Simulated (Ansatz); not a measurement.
**Mo2CO2 MXene bilayer (AA) in a perpendicular field**

What dipole does a perpendicular field induce in the Mo2CO2 MXene bilayer (AA)? A positive field points along +c.

Main program and level: Ansatz 0.2.0; plane-wave DFT, PBE-D3(BJ), Ansatz PAW, in the first sound run; inputs show where later runs differ.

### Step 1. Starting point

The cell holds 10 atoms: 4 O, 4 Mo and 2 C. Cell: a = 3.025 Å, b = 3.025 Å, c = 54.838 Å, α = 90.0°, β = 90.0°, γ = 120.0°. Regions: layer 1: Mo2CO2 MXene, 5 atoms (2 O, 2 Mo and 1 C); layer 2: Mo2CO2 MXene, 5 atoms (2 O, 2 Mo and 1 C). Vacuum lies along c.

### Step 2. Relaxing the slab

The starting cell is a guess, so the in-plane lattice and the atoms are relaxed first, with the slab cut off from its images along the normal.

File input.yaml:

```yaml
crystal:
  lattice:
    - [3.024736, 0.0, 0.0]
    - [-1.512368, 2.6194982157, 0.0]
    - [0.0, 0.0, 54.8380786347]
  atoms:
    - { symbol: O, position: [0.3333333333, 0.6666666667, 0.3911515599] }
    - { symbol: Mo, position: [0.6666666667, 0.3333333333, 0.4105913259] }
    - { symbol: C, position: [0.0, 0.0, 0.4323550395] }
    - { symbol: Mo, position: [0.3333333333, 0.6666666667, 0.4541187532] }
    - { symbol: O, position: [0.6666666667, 0.3333333333, 0.4735585192] }
    - { symbol: O, position: [0.3333333333, 0.6666666667, 0.5264414808] }
    - { symbol: Mo, position: [0.6666666667, 0.3333333333, 0.5458812468] }
    - { symbol: C, position: [0.0, 0.0, 0.5676449605] }
    - { symbol: Mo, position: [0.3333333333, 0.6666666667, 0.5894086741] }
    - { symbol: O, position: [0.6666666667, 0.3333333333, 0.6088484401] }
  periodic: [true, true, false]
kpoints:
  mp_grid: { grid: [12, 12, 1] }
hamiltonian:
  xc: pbe
  dispersion: d3bj
scf:
  occupations: { method: fermi_dirac, width: 0.05 }
  convergence: { dr2_threshold: 1.0e-09 }
relax:
  f_tol: 0.004
  max_steps: 90
  cell: {}
output:
  write_potential: true
  write_density: true
  volumetric_format: npy
```

Run with:

```console
$ ansatz run input.yaml --threads 4 --pin off --max-ram 6144MiB --backend cpu --events-out ev --progress --plain --runs-dir out
```

Log:

```text
Warning: relax.cell: scf.convergence.dr2_threshold = 1e-9 eV is looser than the 2.07779560032e-10 eV advised for a relaxation that steers and ends on the stress (1e-10 eV for each atom of the cell: 10, times the square of relax.cell.stress_2d_tol = 0.05 N/m over 21.9 Å (the atoms' height at the walk's start and 5 Å past either face), 2.279e-2 GPa, over a crystal's default 0.05). What an SCF threshold leaves in a stress goes as its square root, and in the free energy as the threshold itself, and one threshold admits the most on a small cell: [figures from the program's tests cut] Set scf.convergence.dr2_threshold to 2.07779560032e-10 eV or tighter. [rest of the remark cut]
Engine: ansatz 0.2.0, x86_64-unknown-linux-gnu
Pseudopotentials: kind: paw
Pseudopotential: O, paw, valence charge 6, recommended cutoff 420 eV (normal), O.paw.azcp
Pseudopotential: Mo, paw, valence charge 14, recommended cutoff 420 eV (normal), Mo.paw.azcp
Pseudopotential: C, paw, valence charge 4, recommended cutoff 420 eV (normal), C.paw.azcp
Functional definition: PBE
  parameter kappa = 0.804
  parameter beta = 0.066725
  exchange = pbe_x(kappa = kappa, mu = beta*pi^2/3)
  correlation = pbe_c(beta = beta)
Crystal: 10 atoms, lattice volume = 434.498 Å³
Basis set: ecut = 420 eV, 8379 PW (Γ), exchange–correlation on 48×48×750 points (8 copies of the dense FFT grid, shifted against one another)
Bands: 54, of which v1, the nominal top of the filled ones, is band 44 counted from 1 (43 counted from 0)
Symmetry: 12 space group operations
Space group: P-3m1 (ITA 164), of the structure as read, at distance tolerance 7.6e-5 Å
k-points: 19 of 144
Non-local potential: O, projectors of the file, l = 0: 2, l = 1: 2, l = 2: 1
Non-local potential: Mo, projectors of the file, l = 0: 3, l = 1: 2, l = 2: 2, l = 3: 1
Non-local potential: C, projectors of the file, l = 0: 2, l = 1: 2, l = 2: 1
PAW form: soft (Blöchl's): semilocal exchange-correlation on the pseudo side does not see the compensation charge
PAW one-centre angular grid: O, 110 points (default); XC on 64 Gauss nodes
PAW one-centre angular grid: Mo, 590 points (default); XC on 64 Gauss nodes
PAW one-centre angular grid: C, 110 points (default); XC on 64 Gauss nodes
Initial density: superposition of atomic densities (neutral atoms: chi_scale 0, normalization atom), corrected by the library's trained network
Initial wavefunctions: pseudopotential atomic-orbital guess
Functional: x = pbe(κ = 0.804, μ = 0.219515), c = pbe(β = 0.066725)
SCF iter   1: F=—  HF=-22597.133085 eV  |F-HF|=—  |Δ(HF+E_count)|=         —  Δρ=6.02e-3  dr2=2.68e-1  ethr=1.77e-3  ⟨swp⟩=12.4  Hψ=7027  notcnv=0
preconditioner: auto → LDOS  [metal: Δε(μ)=0.026 eV  Ē_g=8.853 eV  σ=0.050 eV  W_gap=0.13  n_scr=36 (ndim 8)  ℏωp=13.3 eV  f_vac=0.736  D(μ)=7.97/eV (n_scr^D=30)  β→1.0]
SCF iter   2: F=—  HF=-22597.107617 eV  |F-HF|=—  |Δ(HF+E_count)|=   2.55e-2  Δρ=3.19e-3  dr2=2.87e-2  ethr=3.04e-4  ⟨swp⟩=3.6  Hψ=2590  notcnv=0  defer=8
SCF iter   3: F=—  HF=-22597.106699 eV  |F-HF|=—  |Δ(HF+E_count)|=   9.19e-4  Δρ=1.08e-3  dr2=6.57e-3  ethr=3.26e-5  ⟨swp⟩=3.4  Hψ=2598  notcnv=0  defer=8
SCF iter   4: F=—  HF=-22597.106370 eV  |F-HF|=—  |Δ(HF+E_count)|=   3.29e-4  Δρ=2.70e-4  dr2=7.07e-4  ethr=7.46e-6  ⟨swp⟩=3.2  Hψ=1977  notcnv=0  defer=8
SCF iter   5: F=—  HF=-22597.106332 eV  |F-HF|=—  |Δ(HF+E_count)|=   3.73e-5  Δρ=7.71e-5  dr2=4.15e-5  ethr=8.03e-7  ⟨swp⟩=2.8  Hψ=1879  notcnv=0  defer=8
SCF iter   6: F=—  HF=-22597.106398 eV  |F-HF|=—  |Δ(HF+E_count)|=   6.56e-5  Δρ=1.80e-5  dr2=3.15e-6  ethr=4.72e-8  ⟨swp⟩=3.3  Hψ=2335  notcnv=0  defer=8
SCF iter   7: F=—  HF=-22597.106333 eV  |F-HF|=—  |Δ(HF+E_count)|=   6.54e-5  Δρ=7.23e-6  dr2=4.78e-7  ethr=3.58e-9  ⟨swp⟩=3.4  Hψ=2242  notcnv=0  defer=8
SCF iter   8: F=—  HF=-22597.106333 eV  |F-HF|=—  |Δ(HF+E_count)|=   6.14e-7  Δρ=2.87e-6  dr2=8.65e-8  ethr=5.43e-10  ⟨swp⟩=3.5  Hψ=2277  notcnv=0  defer=8
SCF iter   9: F=—  HF=-22597.106333 eV  |F-HF|=—  |Δ(HF+E_count)|=   1.18e-7  Δρ=7.25e-7  dr2=1.90e-9  ethr=9.83e-11  ⟨swp⟩=3.0  Hψ=1915  notcnv=0  defer=8
SCF iter  10: F=-22597.106333 eV  HF=-22597.106333 eV  |F-HF|=7.60e-10  |Δ(HF+E_count)|=   5.91e-8  Δρ=2.93e-7  dr2=4.26e-10  ethr=1.14e-12  ⟨swp⟩=14.5  Hψ=10156  notcnv=0
SCF 1 converged in 10 iterations: F = -22597.106333 eV  dr2 = 4.26e-10
  greatest PAW one-centre occupation: 0.998 electrons in one spin orbital (limit 2), on the Mo atom at site 6 (counted from 0), in its partial waves of l = 0
relax step   1: F+E_penalty+E_count = -22597.10633348 eV  Δ(F+E_penalty+E_count) = +0.000e0 eV  max|allowed force component| = 1.617e0 eV/Å  Δτ_max = 0.0000 Å  P = +12.393 N/m  Ω = 434.498 Å³  fix = [c, alpha, beta]  reactions: c +0.000 N/m  (10 SCF iters, accepted)
Crystal: 10 atoms, lattice volume = 447.740 Å³
Basis set: ecut = 420 eV, 8691 PW (Γ), exchange–correlation on 48×48×750 points (8 copies of the dense FFT grid, shifted against one another)
Initial density: handed on by an earlier stage of this run
Initial wavefunctions: those handed on with the density
iter 1 solved again at ethr=2.98e-3 eV; its pass at ethr=3.10e-3 eV (dr2=2.63e0 eV) is discarded
SCF iter   1: F=—  HF=-22597.698653 eV  |F-HF|=—  |Δ(HF+E_count)|=         —  Δρ=1.66e-2  dr2=2.62e0  ethr=2.98e-3  ⟨swp⟩=1.8  Hψ=7615  notcnv=0
preconditioner: auto → LDOS  [metal: Δε(μ)=0.093 eV  Ē_g=8.618 eV  σ=0.050 eV  W_gap=0.38  n_scr=36 (ndim 8)  ℏωp=13.1 eV  f_vac=0.742  D(μ)=3.77/eV (n_scr^D=20)  β→1.0]
SCF iter   2: F=—  HF=-22597.506862 eV  |F-HF|=—  |Δ(HF+E_count)|=   1.92e-1  Δρ=7.36e-3  dr2=4.70e-1  ethr=2.98e-3  ⟨swp⟩=2.8  Hψ=2058  notcnv=0
SCF iter   3: F=—  HF=-22597.435260 eV  |F-HF|=—  |Δ(HF+E_count)|=   7.16e-2  Δρ=1.41e-3  dr2=1.57e-2  ethr=5.34e-4  ⟨swp⟩=3.1  Hψ=2299  notcnv=0  defer=2
SCF iter   4: F=—  HF=-22597.434829 eV  |F-HF|=—  |Δ(HF+E_count)|=   4.30e-4  Δρ=6.95e-4  dr2=3.43e-3  ethr=1.79e-5  ⟨swp⟩=3.8  Hψ=2735  notcnv=0  defer=5
SCF iter   5: F=—  HF=-22597.434482 eV  |F-HF|=—  |Δ(HF+E_count)|=   3.48e-4  Δρ=1.38e-4  dr2=3.00e-5  ethr=3.90e-6  ⟨swp⟩=3.1  Hψ=1909  notcnv=0  defer=5
SCF iter   6: F=—  HF=-22597.434549 eV  |F-HF|=—  |Δ(HF+E_count)|=   6.73e-5  Δρ=5.49e-5  dr2=2.56e-5  ethr=3.41e-8  ⟨swp⟩=4.1  Hψ=2883  notcnv=0  defer=5
SCF iter   7: F=—  HF=-22597.434552 eV  |F-HF|=—  |Δ(HF+E_count)|=   2.66e-6  Δρ=1.04e-5  dr2=5.17e-7  ethr=2.91e-8  ⟨swp⟩=3.3  Hψ=2123  notcnv=0  defer=5
SCF iter   8: F=—  HF=-22597.434477 eV  |F-HF|=—  |Δ(HF+E_count)|=   7.46e-5  Δρ=4.98e-6  dr2=1.57e-7  ethr=5.87e-10  ⟨swp⟩=3.9  Hψ=2678  notcnv=0  defer=5
[...]
relax step   5: F+E_penalty+E_count = -22597.48747305 eV  Δ(F+E_penalty+E_count) = -1.788e-3 eV  max|allowed force component| = 1.304e-1 eV/Å  Δτ_max = 0.0645 Å  P = -0.826 N/m  Ω = 450.444 Å³  energy of the carried Pulay correction = -1.337e-2 eV  fix = [c, alpha, beta]  reactions: c -0.000 N/m  (10 SCF iters, accepted)
relax step   6: F+E_penalty+E_count = -22597.49172002 eV  Δ(F+E_penalty+E_count) = -4.247e-3 eV  max|allowed force component| = 3.082e-3 eV/Å  Δτ_max = 0.0202 Å  P = -0.013 N/m  Ω = 449.087 Å³  energy of the carried Pulay correction = -1.225e-2 eV  fix = [c, alpha, beta]  reactions: c -0.000 N/m  (9 SCF iters, accepted)
relax step   7: F+E_penalty+E_count = -22597.49172589 eV  Δ(F+E_penalty+E_count) = -5.877e-6 eV  max|allowed force component| = 2.344e-3 eV/Å  Δτ_max = 0.0062 Å  P = -0.019 N/m  Ω = 449.133 Å³  energy of the carried Pulay correction = -1.229e-2 eV  fix = [c, alpha, beta]  reactions: c -0.000 N/m  (8 SCF iters, accepted)
relax step   8: F+E_penalty+E_count = -22597.50703567 eV  Δ(F+E_penalty+E_count) = -1.531e-2 eV  max|allowed force component| = 1.979e-3 eV/Å  Δτ_max = 0.0000 Å  P = +0.342 N/m  Ω = 449.133 Å³  fix = [c, alpha, beta]  reactions: c +0.000 N/m  stress off target by 3.42e-1 N/m on what of the cell is left free  SCF on the basis re-selected at this cell (its energy is not comparable with the rows above)  (6 SCF iters)
relax step   9: F+E_penalty+E_count = -22597.50672337 eV  Δ(F+E_penalty+E_count) = +3.123e-4 eV  max|allowed force component| = 3.545e-3 eV/Å  Δτ_max = 0.0026 Å  P = -0.069 N/m  Ω = 449.602 Å³  energy of the carried Pulay correction = -3.916e-4 eV  fix = [c, alpha, beta]  reactions: c -0.000 N/m  (7 SCF iters, accepted)
relax step  10: F+E_penalty+E_count = -22597.50677296 eV  Δ(F+E_penalty+E_count) = -4.959e-5 eV  max|allowed force component| = 2.481e-4 eV/Å  Δτ_max = 0.0002 Å  P = -0.000 N/m  Ω = 449.546 Å³  energy of the carried Pulay correction = -3.452e-4 eV  fix = [c, alpha, beta]  reactions: c -0.000 N/m  (5 SCF iters, accepted)
iter 1 solved again at ethr=4.02e-7 eV; its pass at ethr=3.10e-3 eV (dr2=3.54e-4 eV) is discarded
SCF iter   1: F=—  HF=-22597.506849 eV  |F-HF|=—  |Δ(HF+E_count)|=         —  Δρ=1.75e-5  dr2=6.44e-8  ethr=4.02e-7  ⟨swp⟩=7.1  Hψ=12442  notcnv=0
eigensolver tolerance schedule: the retry pair's looser diagonalisation over-reported the residual by 5492.16 of it (diagonalisation noise at 2.47 of the residual, at the tolerance the schedule requests for it); recorded, not acted on — ethr = c·dr2/N_el stays at c = 1.0e-1
SCF iter   2: F=—  HF=-22597.507124 eV  |F-HF|=—  |Δ(HF+E_count)|=   2.75e-4  Δρ=4.41e-6  dr2=1.29e-7  ethr=7.32e-11  ⟨swp⟩=6.7  Hψ=4907  notcnv=0
SCF iter   3: F=—  HF=-22597.507124 eV  |F-HF|=—  |Δ(HF+E_count)|=   5.78e-9  Δρ=1.19e-6  dr2=7.37e-9  ethr=7.32e-11  ⟨swp⟩=3.4  Hψ=2143  notcnv=0
SCF iter   4: F=-22597.507124 eV  HF=-22597.507124 eV  |F-HF|=2.78e-8  |Δ(HF+E_count)|=   2.11e-8  Δρ=3.11e-7  dr2=3.62e-10  ethr=1.14e-12  ⟨swp⟩=16.2  Hψ=11489  notcnv=0
SCF 11 converged in 4 iterations: F = -22597.507124 eV  dr2 = 3.62e-10
relax step  11: F+E_penalty+E_count = -22597.50712397 eV  Δ(F+E_penalty+E_count) = -3.510e-4 eV  max|allowed force component| = 2.620e-4 eV/Å  Δτ_max = 0.0000 Å  P = +0.003 N/m  Ω = 449.546 Å³  fix = [c, alpha, beta]  reactions: c +0.000 N/m  stress off target by 3.12e-3 N/m on what of the cell is left free  SCF on the basis re-selected at this cell (its energy is not comparable with the rows above)  (4 SCF iters)
basis re-selected at this cell: Δ(F+E_penalty+E_count) = -3.510e-4 eV, ΔP = +0.003 N/m vs the last step (what re-selecting the basis moved, of the pressure what is left beyond the Pulay correction that the steps carried, after the strain that the cell walked since its last selection, with what the two solves' SCF thresholds leave and, on support functions, any second-order correction that the steps lacked; it is no m [...]
WARN: The output density's exchange-correlation potential varies sharply where the density is thin. Do not read a vacuum level from v_tot or v_xc, or from such a field of the output density. On a cell that repeats whose density bears no net charge and no dipole along the vacuum's axis use v_es (v_loc + v_h of the components); under efield.dipole_correction with no amplitude use v_es + v_field, which holds any externa [...]
SCF converged after 4 iterations
Free energy (F): -22597.507124 eV
Harris-Foulkes:  -22597.507124 eV  (|F-HF|=2.78e-8)
Internal energy: -22597.475499 eV  (E = F + TS)
E sigma→0 (E₀):  -22597.491311 eV
Entropy (-TS):   -0.031625 eV (-3.163 meV/atom)
Fermi energy:    -6.332469 eV
--- Per-component energies (eV) ---
  E_band       = -2330.887425
  E_kinetic    = 2643.854272
  E_local      = -809071.135016  (includes V_loc(G=0)·N_el)
  E_nonlocal   = 810.637560
  E_hartree    = 402712.377712
  E_xc         = -1126.787448
  E_vxc        = -1413.955963  (∫ρ·V_xc dr)
  E_paw        = -13630.765784  (= ΣΔE_a)
  E_vpaw       = -725.048264  (= ΣTr[D̂ρ^β])
  E_aug_tail   = 0.009702  (compensation charges beyond the density's cutoff)
  E_ewald      = 395067.105119
  E_disp       = -2.771615  (pairwise vdW)
  E_smearing   = -0.031625  (= −TS)
  E_closure    = 0.000000  (closes the sum)
  Σ components = -22597.507124   (vs F -22597.507124, Δ=0.00e0)
--- Forces (eV/Å), atoms counted from 1 ---
  atom   1  O      0.00000000     0.00000000    -0.00005121
  atom   2  Mo    -0.00000000     0.00000000     0.00026202
  atom   3  C      0.00000000     0.00000000    -0.00021602
  atom   4  Mo     0.00000000    -0.00000000    -0.00011043
  atom   5  O      0.00000000    -0.00000000     0.00016770
  atom   6  O      0.00000000     0.00000000    -0.00016770
  atom   7  Mo    -0.00000000     0.00000000     0.00011043
  atom   8  C     -0.00000000    -0.00000000     0.00021602
  atom   9  Mo     0.00000000    -0.00000000    -0.00026202
  atom  10  O      0.00000000    -0.00000000     0.00005121
  max |Σ_I F_I| component: 2.34e-17 eV/Å
--- 2D stress c σ (N/m, compression-positive) ---
        0.003119       0.000000      -0.000000
        0.000000       0.003119       0.000000
       -0.000000       0.000000       0.000000
  P = ½ c Tr σ = 0.0031 N/m
--- Band table (eV; the first three rows and the last of 19) ---
  k-point 0: bands = [... 40 lower, -8.6284, -8.5821, -8.5821, -8.4055, -6.9645, -6.8804, -6.0416, -6.0416, ... 6 higher]
  k-point 1: bands = [... 40 lower, -8.1983, -8.0916, -7.9269, -7.8873, -6.9200, -6.8192, -5.9452, -5.9426, ... 6 higher]
  k-point 2: bands = [... 40 lower, -8.2587, -8.0674, -7.3943, -7.3523, -6.5145, -6.3892, -5.6981, -5.6701, ... 6 higher]
  k-point 18: bands = [... 40 lower, -6.9563, -6.9123, -6.8479, -6.8479, -6.7369, -6.7369, -4.8701, -4.8701, ... 6 higher]
  the weakly bound empty levels are not read free of the cell's end (no_gap_told)
--- Relaxed structure (9 steps of the walk, 9 accepted, 2 SCFs on fresh bases) ---
  F+E_penalty+E_count = -22597.50712397 eV   max|allowed force component| = 2.620e-4 eV/Å   (the final SCF, on the basis selected at the relaxed cell)
  cell:  # Å, volume = 449.5461 Å³
    - [3.076669, 0.0, 0]
    - [-1.538334, 2.664473, 0]
    - [0, 0, 54.8380786347]
  atoms:
    - { symbol: O, position: [0.333333, 0.666667, 0.396933] }
    - { symbol: Mo, position: [0.666667, 0.333333, 0.417409] }
    - { symbol: C, position: [0, 0, 0.437761] }
    - { symbol: Mo, position: [0.333333, 0.666667, 0.458130] }
    - { symbol: O, position: [0.666667, 0.333333, 0.478425] }
    - { symbol: O, position: [0.333333, 0.666667, 0.521575] }
    - { symbol: Mo, position: [0.666667, 0.333333, 0.541870] }
    - { symbol: C, position: [0, 0, 0.562239] }
    - { symbol: Mo, position: [0.333333, 0.666667, 0.582591] }
    - { symbol: O, position: [0.666667, 0.333333, 0.603067] }
```

Run time: 69 s. Hardware: 4 threads of Intel Xeon Platinum 8488C (Sapphire Rapids), shared host; peak memory 1.3 GiB.

Relaxation path:

| step | energy less that of the first step (eV) | largest force component (eV/Å) | volume (Å³) |
| --- | --- | --- | --- |
| 1 | 0.0000 | 1.6171 | 434.50 |
| 2 | -0.3281 | 0.7899 | 447.74 |
| 3 | -0.3423 | 0.8866 | 448.43 |
| 4 | -0.3794 | 0.1891 | 446.99 |
| 5 | -0.3811 | 0.1304 | 450.44 |
| 6 | -0.3854 | 0.0031 | 449.09 |
| 7 | -0.3854 | 0.0023 | 449.13 |
| 8* | -0.4007 | 0.0020 | 449.13 |
| 9 | -0.4004 | 0.0035 | 449.60 |
| 10 | -0.4004 | 0.0002 | 449.55 |
| 11* | -0.4008 | 0.0003 | 449.55 |

Relaxation steps marked * repeat the geometry before them on a plane-wave basis chosen anew for their cell, so energy and pressure can jump there.

The run keeps the 12 symmetry operations that the program found, so distortions that break them were not tested.

| cell as run | before | after | change |
| --- | --- | --- | --- |
| a (Å) | 3.025 | 3.077 | +1.7 % |
| b (Å) | 3.025 | 3.077 | +1.7 % |

The atoms that moved most (Å, along periodic axes as changes of fractional coordinates times the final cell, across vacuum about the mean position):

| atom | dx | dy | dz | length |
| --- | --- | --- | --- | --- |
| Mo9 | 0.000 | 0.000 | -0.374 | 0.374 |
| Mo2 | 0.000 | 0.000 | 0.374 | 0.374 |
| O10 | 0.000 | 0.000 | -0.317 | 0.317 |
| O1 | 0.000 | 0.000 | 0.317 | 0.317 |
| C8 | 0.000 | 0.000 | -0.296 | 0.296 |
| C3 | 0.000 | 0.000 | 0.296 | 0.296 |
| O6 | 0.000 | 0.000 | -0.267 | 0.267 |
| O5 | 0.000 | 0.000 | 0.267 | 0.267 |

This step gave:

```yaml
energy_at_zero_smearing: -22597.4913 eV
```

The lattice constant a goes from 3.025 to 3.077 Å.

(Part 1 of 3 ends here.)

[Long decimals in the printed logs are rounded to 6 places.]

[Logs are printed without paths, hosts, clocks, repeated set-up lines and the standing remarks that a program may print on its own settings, such as how far it seeks lower states.]

[Hosts, paths, dates, database ids (printed as entryN), source tags and the programs' standing remarks are cut or masked in the printed files.]

[Maps of the electrostatic potential energy from Ansatz leave out the sawtooth potential of an applied field or a dipole correction, so their vacuum need not be flat; planar profiles and work functions include it.]
